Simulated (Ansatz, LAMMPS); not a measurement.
# Amorphous Ge (61 atoms) under strain: runs compared

Aim: relax amorphous Ge (61 atoms), then change its volume and shape to read moduli from the stress.

Computed with Ansatz 0.2.0: Kohn-Sham DFT, PBE, PAW (set soft_1), plane waves.

## 1. The cell as built

The cell holds 61 atoms: 61 Ge. Its edges and angles: a = 10.897 Å, b = 10.897 Å, c = 10.897 Å, α = 90.0°, β = 90.0°, γ = 90.0°. 61 atoms (61 Ge) placed at random at 5.68 g/cm³, melted at 3500 K for 10 ps at fixed volume with the Tersoff potential (Tersoff, Phys. Rev. B 39, 5566 (1989)). Quenched from 3500 K to 100 K at 5 K/ps and fixed volume, held 5 ps, then minimised at fixed cell.

What the set-up can't give: The quench rate of 5 K/ps far exceeds what a furnace or splat quench reaches, so expect more defects and frozen-in strain than in a real sample. The starting topology of bonds comes from the classical model, and needn't be the one that DFT or experiment would give. Only the Γ point is sampled.

## 2. The reference run

The reference is a single point at the end of the relaxation.

Every strained cell starts from the geometry of this run, and its atoms are relaxed with the cell held.

Its input, with most atom lines left out:

```yaml
crystal:
  lattice:
    - [10.25317, -0.05424, -0.26258]
    - [-0.05424, 12.27172, 0.0221]
    - [-0.26258, 0.0221, 11.51457]
  atoms:
    - { symbol: Ge, position: [0.43719, 0.27928, 0.15441] }
    - { symbol: Ge, position: [0.61002, 0.71208, 0.82534] }
    - { symbol: Ge, position: [0.41293, 0.90941, 0.40812] }
    - { symbol: Ge, position: [0.98398, 0.23921, 0.82958] }
    - { symbol: Ge, position: [0.68625, 0.23807, 0.22366] }
    - { symbol: Ge, position: [0.95624, 0.5968, 0.71408] }
    - { symbol: Ge, position: [0.51691, 0.59172, 0.14534] }
    [... atom lines 8 to 61 left out ...]
kpoints:
  mp_grid: { grid: [1, 1, 1] }
hamiltonian:
  xc: pbe
  pseudopotentials: { kind: paw, azcp: { folder: soft_1 } }
scf:
  occupations: { method: gaussian, width: 0.025 }
output:
  forces: true
  stress: true
  populations: intrinsic
  dos:
    method: { smearing: { sigma: 0.15 } }
    de: 0.1
    projected: { site_lists: { Ge: [Ge] } }
  eigenvalues: true
  write_density: true
  write_potential: true
  volumetric_format: npy
```

* free energy per atom: -4294.7946 eV/atom
* r.m.s. force component: 0.00943 eV/Å
* pressure: -0.01963 GPa

Filled and empty levels are parted by 0.527 eV (at Γ alone); a semilocal functional tends to put such gaps too low. In a disordered cell it changes from sample to sample, and tail or defect levels can set it.

## 3. The runs

Each row is one run, on 4 threads of Arm Neoverse V1, shared host. The free energy is the program's total, comparable only between runs with the same functional, potentials and atoms.

```csv
run,atoms,outcome,"ionic steps, all passes",free energy (eV),time,host memory (GiB)
Single point at the start,61,converged,-,-261973.688,36 s,1.9
Cell and atoms relaxed,61,converged,29,-261982.469,12 min,2.2
Single point at the relaxed geometry,61,converged,-,-261982.469,38 s,2.2
Volume -3 %,61,converged,3,-261982.289,81 s,2.1
Volume +3 %,61,converged,2,-261982.287,57 s,2.2
Volume -6 %,61,converged,5,-261981.708,2.2 min,2.0
Volume +6 %,61,converged,9,-261981.893,4.2 min,2.3
Volume -10 %,61,converged,12,-261980.613,4.5 min,2.0
Stretched by 1 % along x,61,converged,2,-261982.441,57 s,2.2
Compressed by 1 % along x,61,converged,2,-261982.440,59 s,2.1
Sheared by 2 % in xy,61,converged,2,-261982.419,55 s,2.2
```

In some runs the program notes that the SCF threshold is loose for the stress.

## 4. Pressure against volume

Atoms are relaxed at each volume, in the scaled cell.

| volume change (%) | volume (Å³/atom) | energy change (meV/atom) | pressure (GPa) | largest move on relaxing (Å) | bonds | gap (eV) |
| --- | --- | --- | --- | --- | --- | --- |
| -10 | 21.363 | 30.43 | 4.93 | 1.09 | 138 | 0.341 |
| -6 | 22.312 | 12.48 | 2.95 | 0.21 | 133 | 0.514 |
| -3 | 23.024 | 2.95 | 1.42 | 0.07 | 133 | 0.53 |
| +0 | 23.736 | 0.00 | -0.02 | - | 133 | 0.527 |
| +3 | 24.449 | 2.99 | -1.31 | 0.05 | 132 | 0.519 |
| +6 | 25.161 | 9.44 | -2.04 | 0.38 | 129 | 0.436 |

## 5. Uniaxial strain and shear

Stress (GPa, compression positive) less that of the relaxed cell, atoms relaxed:

```csv
strain,xx,yy,zz,xy,energy change (meV/atom)
stretched by 1 % along x,-0.700,-0.295,-0.274,0.015,0.46
compressed by 1 % along x,0.758,0.302,0.271,-0.006,0.48
sheared by 2 % in xy,0.023,-0.007,-0.071,-0.597,0.82
```

## 6. What came out

The bulk modulus, from the slope of pressure against ln V over the three points nearest the relaxed volume, is 45.5 GPa; between neighbouring points the slope runs 46, 49, 47, 44 and 25 GPa from the smallest volume up, without a steady fall, so no pressure derivative is given. The count of bonds runs from 129 to 138 over the series, so at some points contacts cross the cutoffs. At -10 % some atom moved by over 0.5 Å on relaxing, so that point may sit in another local minimum. The gap goes from 0.341 eV at the smallest volume to 0.436 eV at the largest, not monotonically (lowest 0.341, highest 0.53 eV), on the run's k-points. In the Cartesian axes of the cell, finite differences give C11 = 72.9, C12 = 29.9, C13 = 27.3 and C66 = 29.9 GPa (the shear of 2 % is the engineering strain, εxy = 0.01). The mean of C11, C12 and C13, which equals the bulk modulus in a cubic or isotropic solid, is 43.3 GPa: it agrees with the bulk modulus within 10 %. For an isotropic solid C66 would equal (C11 − C12)/2 = 21.5 GPa; so small a sample needn't be isotropic, and C66 rests on one shear. The two differ too much for isotropic moduli to be formed.

Caveats: Strains are finite and relaxations stop at the force tolerance of the input, which can leave moduli too stiff; they are those of a static cell at zero temperature. Volumes are changed with the cell's shape held, so in an anisotropic solid the modulus lies over the one under free hydrostatic load. The program notes that the SCF threshold of the relaxations is loose for the stress. The cell edges changed by -6, +13 and +6 % with the Γ point alone; in so small a cell a change of shape can follow the discrete levels, so shape, energy gain and any gap at the end may be artefacts of the sampling.

The DFT runs together took 29 min of wall time.

[Logs are printed without paths, hosts, clocks, repeated set-up lines and the standing remarks that a program may print on its own settings, such as how far it seeks lower states.]

[Hosts, paths, dates, database ids (printed as entryN), source tags and the programs' standing remarks are cut or masked in the printed files.]
